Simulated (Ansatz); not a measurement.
## Ga2AsP (zincblende [001] superlattice): converging the G0W0 gap

How do accuracy and time trade against each other in G0W0 on Ga2AsP (zincblende [001] superlattice)?

Method: G0W0 on PBEsol, plane waves, PAW; PAW set soft_1, in Ansatz 0.2.0.

## 1. Set-up

The cell holds 16 atoms: 8 Ga, 4 As and 4 P. Cell: a = 3.927 Å, b = 3.927 Å, c = 22.153 Å, α = 90.0°, β = 90.0°, γ = 90.0°. It derives from GaAs. Regions: GaAs, 8 atoms (4 Ga and 4 As); GaP, 8 atoms (4 Ga and 4 P). The structure's axis is c.

The structure was relaxed with PBEsol. The runs that relaxed it are not among those shown.

## 2. 167 empty bands, screening to 36 eV

G0W0 replaces the xc potential by the self-energy, built once from these orbitals. Only a window of levels is corrected, while the sums run over the empty bands that the input names. This step takes PAW set soft_1 files.

Input file input.yaml:

```yaml
crystal:
  lattice:
    - [3.9267132076, 0.0, 0.0]
    - [0.0, 3.9267132076, 0.0]
    - [0.0, 0.0, 22.1527784716]
  atoms:
    - { symbol: Ga, position: [0.0, 0.0, 0.0299911296] }
    - { symbol: As, position: [0.5, 0.0, 0.0948201336] }
    - { symbol: Ga, position: [0.5, 0.5, 0.1595617726] }
    - { symbol: As, position: [0.0, 0.5, 0.2244072261] }
    - { symbol: Ga, position: [0.0, 0.0, 0.2892532997] }
    - { symbol: As, position: [0.5, 0.0, 0.3540993733] }
    - { symbol: Ga, position: [0.5, 0.5, 0.4189448268] }
    - { symbol: As, position: [0.0, 0.5, 0.4836864657] }
    - { symbol: Ga, position: [0.0, 0.0, 0.5485154698] }
    - { symbol: P, position: [0.5, 0.0, 0.6086973828] }
    - { symbol: Ga, position: [0.5, 0.5, 0.668944743] }
    - { symbol: P, position: [0.0, 0.5, 0.7290964393] }
    - { symbol: Ga, position: [0.0, 0.0, 0.7892532997] }
    - { symbol: P, position: [0.5, 0.0, 0.84941016] }
    - { symbol: Ga, position: [0.5, 0.5, 0.9095618564] }
    - { symbol: P, position: [0.0, 0.5, 0.9698092166] }
kpoints:
  mp_grid: { grid: [4, 4, 1] }
hamiltonian:
  xc: pbesol
  pseudopotentials: { kind: paw, azcp: { folder: soft_1 }, xc_functional: pbe }
scf:
  occupations: { method: fixed }
gw:
  n_empty_bands: 167
  ecut_chi: 36
  qp_bands: [v4, c4]
  qp_kpoints: band_edges
  screening: { model: contour_deformation }
```

Run with:

```
ansatz run input.yaml --threads 8 --pin off --max-ram 17510MiB --backend cpu --events-out ev --progress --plain --runs-dir out
```

Numbers of over 12 decimals in the logs are rounded to 6 here.

The program printed:

```text
Engine: ansatz 0.2.0, aarch64-unknown-linux-gnu
Pseudopotentials: kind: paw
Pseudopotential: Ga, paw, valence charge 13, recommended cutoff 420 eV (normal), soft_1/Ga.paw.azcp
Pseudopotential: As, paw, valence charge 15, recommended cutoff 420 eV (normal), soft_1/As.paw.azcp
Pseudopotential: P, paw, valence charge 5, recommended cutoff 420 eV (normal), soft_1/P.paw.azcp
Functional definition: PBEsol
  exchange = pbesol_x
  correlation = pbesol_c
Crystal: 16 atoms, lattice volume = 341.575 Å³
Basis set: ecut = 420 eV, 6707 PW (Γ)
Bands: 111, of which v1, the nominal top of the filled ones, is band 92 counted from 1 (91 counted from 0)
Symmetry: 8 space group operations
Space group: P-4m2 (ITA 115), of the structure as read, at distance tolerance 7.0e-5 Å
k-points: 6 of 16
Non-local potential: Ga, projectors of the file, l = 0: 2, l = 1: 2, l = 2: 3, l = 3: 1
Non-local potential: As, projectors of the file, l = 0: 2, l = 1: 2, l = 2: 3, l = 3: 1
Non-local potential: P, projectors of the file, l = 0: 2, l = 1: 2, l = 2: 1
PAW form: soft (Blöchl's): semilocal exchange-correlation on the pseudo side does not see the compensation charge
PAW frozen core: Ga, regenerated for the run's functional, and the local potential with it (the file was generated under x = pbe(κ = 0.804, μ = 0.219515), c = pbe(β = 0.066725))
PAW frozen core: As, regenerated for the run's functional, and the local potential with it (the file was generated under x = pbe(κ = 0.804, μ = 0.219515), c = pbe(β = 0.066725))
PAW frozen core: P, regenerated for the run's functional, and the local potential with it (the file was generated under x = pbe(κ = 0.804, μ = 0.219515), c = pbe(β = 0.066725))
PAW one-centre angular grid: Ga, 590 points (default); XC on 64 Gauss nodes
PAW one-centre angular grid: As, 590 points (default); XC on 64 Gauss nodes
PAW one-centre angular grid: P, 110 points (default); XC on 64 Gauss nodes
Initial density: superposition of atomic densities (chi_scale 0.1, normalization cell, long waves 33 % of neutral atoms (reshape's long-wave potential 1.33 eV rms, cloud 2.41 Å wide))
Initial wavefunctions: pseudopotential atomic-orbital guess
Functional: x = pbesol(κ = 0.804, μ = 0.123457), c = pbesol(β = 0.046)
SCF iter   1: F=—  HF=-52165.026227 eV  |F-HF|=—  |Δ(HF+E_count)|=         —  Δρ=4.48e-2  dr2=1.60e1  ethr=3.10e-3  ⟨swp⟩=5.0  Hψ=2148  notcnv=0  defer=90
preconditioner: auto → Resta (q_TF=auto, 2.461 Å⁻¹)  ε∞=3.9  [insulator: Δε(μ)=0.026 eV  Ē_g=14.054 eV  n_scr=96 (ndim 8)  ℏωp=24.1 eV  f_vac=0.000  ε∞_Penn≈3.9]
SCF iter   2: F=—  HF=-52163.869181 eV  |F-HF|=—  |Δ(HF+E_count)|=    1.16e0  Δρ=2.62e-2  dr2=5.14e0  ethr=3.10e-3  ⟨swp⟩=3.0  Hψ=872  notcnv=0  defer=94
SCF iter   3: F=—  HF=-52163.287624 eV  |F-HF|=—  |Δ(HF+E_count)|=   5.82e-1  Δρ=1.59e-2  dr2=7.12e-1  ethr=2.79e-3  ⟨swp⟩=2.3  Hψ=918  notcnv=0  defer=94
SCF iter   4: F=—  HF=-52163.163718 eV  |F-HF|=—  |Δ(HF+E_count)|=   1.24e-1  Δρ=4.03e-3  dr2=1.68e-1  ethr=3.87e-4  ⟨swp⟩=3.0  Hψ=1145  notcnv=0  defer=97
SCF iter   5: F=—  HF=-52163.143027 eV  |F-HF|=—  |Δ(HF+E_count)|=   2.07e-2  Δρ=1.33e-3  dr2=3.42e-2  ethr=9.16e-5  ⟨swp⟩=3.0  Hψ=1049  notcnv=0  defer=101
SCF iter   6: F=—  HF=-52163.142062 eV  |F-HF|=—  |Δ(HF+E_count)|=   9.65e-4  Δρ=5.60e-4  dr2=1.92e-3  ethr=1.86e-5  ⟨swp⟩=3.0  Hψ=1064  notcnv=0  defer=101
SCF iter   7: F=—  HF=-52163.142787 eV  |F-HF|=—  |Δ(HF+E_count)|=   7.25e-4  Δρ=2.02e-4  dr2=4.80e-4  ethr=1.04e-6  ⟨swp⟩=2.0  Hψ=1247  notcnv=0  defer=102
SCF iter   8: F=—  HF=-52163.142797 eV  |F-HF|=—  |Δ(HF+E_count)|=   9.25e-6  Δρ=5.46e-5  dr2=1.63e-5  ethr=2.61e-7  ⟨swp⟩=2.0  Hψ=1144  notcnv=0  defer=101
SCF iter   9: F=—  HF=-52163.142810 eV  |F-HF|=—  |Δ(HF+E_count)|=   1.32e-5  Δρ=2.79e-5  dr2=1.91e-6  ethr=8.87e-9  ⟨swp⟩=2.2  Hψ=1124  notcnv=0  defer=97
SCF iter  10: F=—  HF=-52163.142811 eV  |F-HF|=—  |Δ(HF+E_count)|=   1.45e-6  Δρ=6.70e-6  dr2=2.42e-7  ethr=1.04e-9  ⟨swp⟩=2.0  Hψ=1143  notcnv=0  defer=97
SCF iter  11: F=-52163.142811 eV  HF=-52163.142811 eV  |F-HF|=8.32e-9  |Δ(HF+E_count)|=   8.49e-8  Δρ=3.25e-6  dr2=3.12e-8  ethr=5.43e-11  ⟨swp⟩=13.2  Hψ=3476  notcnv=0
SCF 1 converged in 11 iterations: F = -52163.142811 eV  dr2 = 3.12e-8
  greatest PAW one-centre occupation: 0.999 electrons in one spin orbital (limit 2), on the As atom at site 5 (counted from 0), in its partial waves of l = 2
NSCF: frozen V_eff on 6 k-points
G₀W₀ screening: q 1/6
[... further progress lines ...]
NSCF: frozen V_eff on 1 k-points
NSCF: frozen V_eff on 1 k-points
[...]
SCF converged after 11 iterations
Free energy (F): -52163.142811 eV
Harris-Foulkes:  -52163.142811 eV  (|F-HF|=8.32e-9)
Internal energy: -52163.142811 eV  (E = F + TS)
E sigma→0 (E₀):  -52163.142811 eV
Fermi energy:    7.541822 eV
--- Per-component energies (eV) ---
  E_band       = -1533.547797
  E_kinetic    = 1563.645987
  E_local      = -27630.079901  (includes V_loc(G=0)·N_el)
  E_nonlocal   = -2172.043015
  E_hartree    = 15720.379283
  E_xc         = -1072.045043
  E_vxc        = -988.866300  (∫ρ·V_xc dr)
  E_paw        = -25677.526061  (= ΣΔE_a)
  E_vpaw       = -3746.945618  (= ΣTr[D̂ρ^β])
  E_aug_tail   = -0.001638  (compensation charges beyond the density's cutoff)
  E_ewald      = -12906.426361
  E_core_change = 10.953938  (= ΣΔE_core)
  E_smearing   = -0.000000  (= −TS)
  E_closure    = 0.000000  (closes the sum)
  Σ components = -52163.142811   (vs F -52163.142811, Δ=0.00e0)
--- Band table (eV; the first three rows and the last of 6) ---
  k-point 0: bands = [... 88 lower, 6.8521, 7.4555, 7.5418, 7.5418, 8.5286, 8.6721, 8.6748, 8.9370, ... 15 higher]
  k-point 1: bands = [... 88 lower, 6.7847, 6.7864, 6.8627, 7.3190, 9.1444, 9.1717, 9.2677, 9.5630, ... 15 higher]
  k-point 2: bands = [... 88 lower, 6.5546, 6.5668, 6.5996, 6.6036, 8.6907, 8.6909, 9.7118, 9.7176, ... 15 higher]
  k-point 5: bands = [... 88 lower, 4.7650, 4.7683, 4.7683, 4.7692, 8.8845, 8.8845, 9.1130, 9.1132, ... 15 higher]
--- G₀W₀: contour deformation, 6 samples at zero and on the imaginary axis and 1 off it, 16 q-points, 167 empty bands' worth ---
  eigenvalues of the whole cell's RPA ε∞ on this k-mesh (on a slab, of 1 + 4πα/V) = 19.6609, 24.3060, 24.3060; static W/v taken at q = 0 is 0.042638
  bands read: the sum over 259 bands ends inside a degenerate multiplet in 1 slot, whose members it reads at an even weight; the widest, k=5: bands 259 to 260 (counted from 1) at 1/2 each
  gw.qp_kpoints: band_edges: 5 of 6 stored k-points solved, in 2 passes; an edge of the gap read off the rows below is read off those points alone
    valence top: of the k-points left out ik 4 came nearest to being solved in a further pass, in band 92 (counted from 1, as in the quasiparticle table): it holds the edge there only if its correction is more favourable than any solved in that band by at least 2.016 eV; those differ by 0.183 eV
    conduction bottom: of the k-points left out ik 4 came nearest to being solved in a further pass, in band 93 (counted from 1, as in the quasiparticle table): it holds the edge there only if its correction is more favourable than any solved in that band by at least 0.909 eV; those differ by 0.734 eV
  `?` marks the rows in doubt; gw_qp.tsv's column doubts and the gw_qp event give each row's grounds
    ik  band        ε_KS         Σx   Σc(E_QP)       V_xc       Z   E_QP_lin       E_QP  E_QP is
     0    89      6.8521   -16.4596     1.9983   -14.6197  0.7644     7.0101     7.0106  root
     0    90      7.4555   -16.8347     1.6668   -15.4000  0.7703     7.6868     7.6877  root
     0    91      7.5418   -17.0247     1.8555   -15.3865  0.7707     7.7582     7.7591  root
     0    92      7.5418   -17.0247     1.8555   -15.3865  0.7707     7.7582     7.7591  root
     0    93      8.5286   -11.3392    -3.2053   -15.6823  0.7791     9.6476     9.6664  root
     0    94      8.6721    -7.0174    -3.4824   -10.9947  0.7812     9.1739     9.1669  root
     0    95      8.6748    -7.6442    -3.4650   -11.7194  0.7785     9.2970     9.2850  root
     0    96      8.9370    -7.1920    -3.5142   -11.2162  0.7808     9.4547     9.4470  root
     1    89      6.7847   -16.4322     1.8929   -14.7217  0.7654     6.9665     6.9671  root
     1    90      6.7864   -16.4318     1.8895   -14.7261  0.7657     6.9696     6.9703  root
     1    91      6.8627   -16.5971     2.0545   -14.7131  0.7647     7.0326     7.0332  root
     1    92      7.3190   -16.8842     1.9424   -15.1566  0.7692     7.5328     7.5337  root
     1    93      9.1444    -9.1339    -3.4518   -13.4158  0.7770    10.0096     9.9745  root ?
     1    94      9.1717    -9.5230    -3.4155   -13.8185  0.7777    10.0998    10.0517  root ?
     1    95      9.2677    -7.7086    -3.5871   -11.9345  0.7769     9.9206     9.9065  root
     1    96      9.5630    -7.9575    -3.6166   -12.2388  0.7731    10.2438    10.2276  root
     2    89      6.5546   -16.4317     2.1765   -14.4113  0.7624     6.7101     6.7107  root
     2    90      6.5668   -16.4671     2.1824   -14.4413  0.7623     6.7229     6.7234  root
     2    91      6.5996   -16.4959     2.1798   -14.4784  0.7626     6.7614     6.7619  root
     2    92      6.6036   -16.5120     2.1834   -14.4930  0.7628     6.7675     6.7680  root
     2    93      8.6907    -9.5843    -3.3022   -13.7227  0.7801     9.5625     9.5268  root ?
     2    94      8.6909    -9.5840    -3.3052   -13.7233  0.7799     9.5602     9.5250  root ?
     2    95      9.7118    -9.2965    -3.5652   -13.7042  0.7714    10.5934    10.5543  root ?
     2    96      9.7176    -9.3134    -3.5658   -13.7227  0.7712    10.6004    10.5611  root ?
     3    89      6.1161   -16.1384     2.1151   -14.1460  0.7578     6.2385     6.2388  root
     3    90      6.1319   -16.1390     2.1191   -14.1421  0.7569     6.2538     6.2542  root
     3    91      6.2618   -16.2269     2.0673   -14.3089  0.7619     6.4106     6.4111  root
     3    92      6.2849   -16.2348     2.0650   -14.3208  0.7616     6.4355     6.4359  root
     3    93      9.4526    -7.6709    -3.4126   -11.7207  0.7801    10.1036    10.0898  root
     3    94     10.3045    -8.6448    -3.6754   -13.1336  0.7718    11.1516    11.1180  root ?
     3    95     10.3348    -8.6176    -3.6829   -13.1063  0.7718    11.1728    11.1406  root
     3    96     10.5802    -8.8814    -3.6319   -13.3133  0.7672    11.4122    11.3802  root
     5    89      4.7650   -15.7713     2.6254   -13.1776  0.7390     4.7967     4.7967  root
     5    90      4.7683   -15.7237     2.5996   -13.1613  0.7403     4.8055     4.8056  root
     5    91      4.7683   -15.7237     2.5996   -13.1613  0.7403     4.8055     4.8056  root
     5    92      4.7692   -15.7620     2.6230   -13.1731  0.7390     4.8032     4.8032  root
     5    93      8.8845    -6.9520    -3.4059   -10.7613  0.7856     9.2921     9.2879  root
     5    94      8.8845    -6.9520    -3.4059   -10.7613  0.7856     9.2921     9.2879  root
     5    95      9.1130    -8.0518    -3.3753   -12.0359  0.7806     9.7336     9.7217  root
     5    96      9.1132    -8.0525    -3.3762   -12.0365  0.7806     9.7328     9.7210  root
```

Elapsed: 47 s, on 8 threads of Arm Neoverse V2, shared host; peak memory 3.4 GiB; 5.8 min of CPU time.

Numbers from this step:

```yaml
bands_summed: 259
rpa_eps_infinity_on_this_mesh_eigenvalues: 19.66, 24.31, 24.31
plane_waves_in_the_screening_matrix: 157
q_points_in_the_mesh: 16
g0w0_gap_on_the_mesh: 1.408 eV
k_of_the_valence_top: 0, 0, 0
k_of_the_conduction_bottom: 0, 0, 0
starting_gap_on_the_mesh: 0.9868 eV
z_at_the_valence_top: 0.7707
z_at_the_conduction_bottom: 0.7812
least_direct_g0w0_gap_on_the_computed_points: 1.408 eV
```

The gap on the mesh goes from 0.99 eV to 1.41 eV, a correction of +0.42 eV, though a band edge has moved to another state.

## 3. 662 empty bands, screening to 90 eV

Another rung: the empty bands reach about as high as the screening cutoff, so the two stay in balance.

input.yaml, as its differences from that of step 2:

```diff
@@ -30,4 +30,4 @@
 gw:
-  n_empty_bands: 167
-  ecut_chi: 36
+  n_empty_bands: 662
+  ecut_chi: 90.0
   qp_bands: [v4, c4]
```

The program printed:

```text
[...]
Crystal: 16 atoms, lattice volume = 341.575 Å³
Basis set: ecut = 420 eV, 6707 PW (Γ)
Bands: 111, of which v1, the nominal top of the filled ones, is band 92 counted from 1 (91 counted from 0)
[... 1 set-up line as in the run before ...]
[...]
k-points: 6 of 16
[...]
SCF iter   1: F=—  HF=-52165.026227 eV  |F-HF|=—  |Δ(HF+E_count)|=         —  Δρ=4.48e-2  dr2=1.60e1  ethr=3.10e-3  ⟨swp⟩=5.0  Hψ=2148  notcnv=0  defer=90
[...]
SCF iter  11: F=-52163.142811 eV  HF=-52163.142811 eV  |F-HF|=8.32e-9  |Δ(HF+E_count)|=   8.49e-8  Δρ=3.25e-6  dr2=3.12e-8  ethr=5.43e-11  ⟨swp⟩=13.2  Hψ=3476  notcnv=0
SCF 1 converged in 11 iterations: F = -52163.142811 eV  dr2 = 3.12e-8
[...]
NSCF: frozen V_eff on 6 k-points
G₀W₀ screening: q 1/6
[... further progress lines ...]
[...]
SCF converged after 11 iterations
Free energy (F): -52163.142811 eV
[...]
Internal energy: -52163.142811 eV  (E = F + TS)
E sigma→0 (E₀):  -52163.142811 eV
Fermi energy:    7.541822 eV
[...]
--- Band table (eV; the first three rows and the last of 6) ---
  k-point 0: bands = [... 88 lower, 6.8521, 7.4555, 7.5418, 7.5418, 8.5286, 8.6721, 8.6748, 8.9370, ... 15 higher]
  k-point 1: bands = [... 88 lower, 6.7847, 6.7864, 6.8627, 7.3190, 9.1444, 9.1717, 9.2677, 9.5630, ... 15 higher]
  k-point 2: bands = [... 88 lower, 6.5546, 6.5668, 6.5996, 6.6036, 8.6907, 8.6909, 9.7118, 9.7176, ... 15 higher]
  k-point 5: bands = [... 88 lower, 4.7650, 4.7683, 4.7683, 4.7692, 8.8845, 8.8845, 9.1130, 9.1132, ... 15 higher]
[...]
0    89      6.8521   -16.4596     1.4848   -14.6197  0.7575     6.4940     6.4971  root
     0    90      7.4555   -16.8347     1.1247   -15.4000  0.7615     7.1435     7.1455  root
     0    91      7.5418   -17.0247     1.3077   -15.3865  0.7626     7.2088     7.2113  root
     0    92      7.5418   -17.0247     1.3077   -15.3865  0.7626     7.2088     7.2113  root
     0    93      8.5286   -11.3392    -3.7958   -15.6823  0.7719     9.0840     9.0759  root
     0    94      8.6721    -7.0174    -3.8087   -10.9947  0.7778     8.8412     8.8406  root
     0    95      8.6748    -7.6442    -3.8312   -11.7194  0.7744     8.9202     8.9189  root
     0    96      8.9370    -7.1920    -3.8465   -11.2162  0.7777     9.1154     9.1147  root
[...]
5    93      8.8845    -6.9520    -3.7027   -10.7613  0.7831     8.9913     8.9910  root
     5    94      8.8845    -6.9520    -3.7027   -10.7613  0.7831     8.9913     8.9910  root
     5    95      9.1130    -8.0518    -3.7581   -12.0359  0.7767     9.3401     9.3390  root
     5    96      9.1132    -8.0525    -3.7580   -12.0365  0.7767     9.3404     9.3393  root
```

Elapsed: 5 min, on 8 threads; peak memory 13 GiB; 37 min of CPU time.

This step gave:

| Quantity | Value |
| --- | --- |
| bands summed | 754 |
| RPA ε∞ on this mesh (eigenvalues) | 18.94, 23.26, 23.26 |
| plane waves in the screening matrix | 647 |
| q-points in the mesh | 16 |
| G0W0 gap on the mesh | 1.629 eV |
| k of the valence top | 0, 0, 0 |
| k of the conduction bottom | 0, 0, 0 |
| starting gap on the mesh | 0.9868 eV |
| Z at the valence top | 0.7626 |
| Z at the conduction bottom | 0.7778 |
| least direct G0W0 gap on the computed points | 1.629 eV |

Against the run with 4×4×1 mesh, 167 empty bands, screening to 36 eV, PAW set soft_1 files, the gap moves by +0.22 eV.

## 4. Convergence and cost

Times are wall times on 8 threads of Arm Neoverse V2, shared host, good to a factor of about two.

```tsv
mesh	files	frequency	bands summed	cutoff (eV)	start (eV)	G0W0 (eV)	time	host memory (GiB)
4×4×1	PAW set soft_1	contour deformation	259	36	0.987	1.408	47 s	3.4
4×4×1	PAW set soft_1	contour deformation	754	90	0.987	1.629	5 min	13
```

How the two edges are built up, in eV (the quasiparticle level is the starting level plus Σx plus Σc less Vxc):

```tsv
run	edge	start	Σx	Σc	Vxc	Z	QP
259 bands	valence top	7.54	-17.02	1.86	-15.39	0.77	7.76
259 bands	conduction bottom	8.67	-7.02	-3.48	-10.99	0.78	9.17
754 bands	valence top	7.54	-17.02	1.31	-15.39	0.76	7.21
754 bands	conduction bottom	8.67	-7.02	-3.81	-10.99	0.78	8.84
```

 Where G0W0 reorders the edges (259 bands and 754 bands), the two states listed lie further apart at the start than the starting gap.

## 5. What came out

```yaml
259_bands_36_ev: 1.408 eV
754_bands_90_ev: 1.629 eV
mesh_and_start: 4×4×1, PBEsol
```

From 259 to 754 bands the gap moves by +0.22 eV while the time grows 6.3-fold. Σc changes by −0.55 eV at the valence top and −0.33 eV at the conduction bottom, so the levels themselves move more than the gap between them. The states at the edges change along the series or lie close to crossing, so no limit is drawn from it. The 4×4×1 mesh is coarse for this cell (its supercell is 16 Å along the shortest edge). The RPA ε∞ on it, from the PBEsol start, is 18.94 and 23.26; such meshes misread the long-range screening, most where the gap is narrow. The many-body steps are scalar-relativistic: spin-orbit coupling is not in them.

[Paths, hosts, dates, memory and timing lines, banners, echoed tables and standing remarks are left out of the program output.]

[Logs are printed without paths, hosts, clocks, repeated set-up lines and the standing remarks that a program may print on its own settings, such as how far it seeks lower states.]

[Runs of the session that timed out or met a known fault of the program may be left out.]

[Cells called generated may have been cut or substituted from an entry of the Crystallography Open Database or the Materials Project.]

[Hosts, paths, dates, database ids (printed as entryN), source tags and the programs' standing remarks are cut or masked in the printed files.]
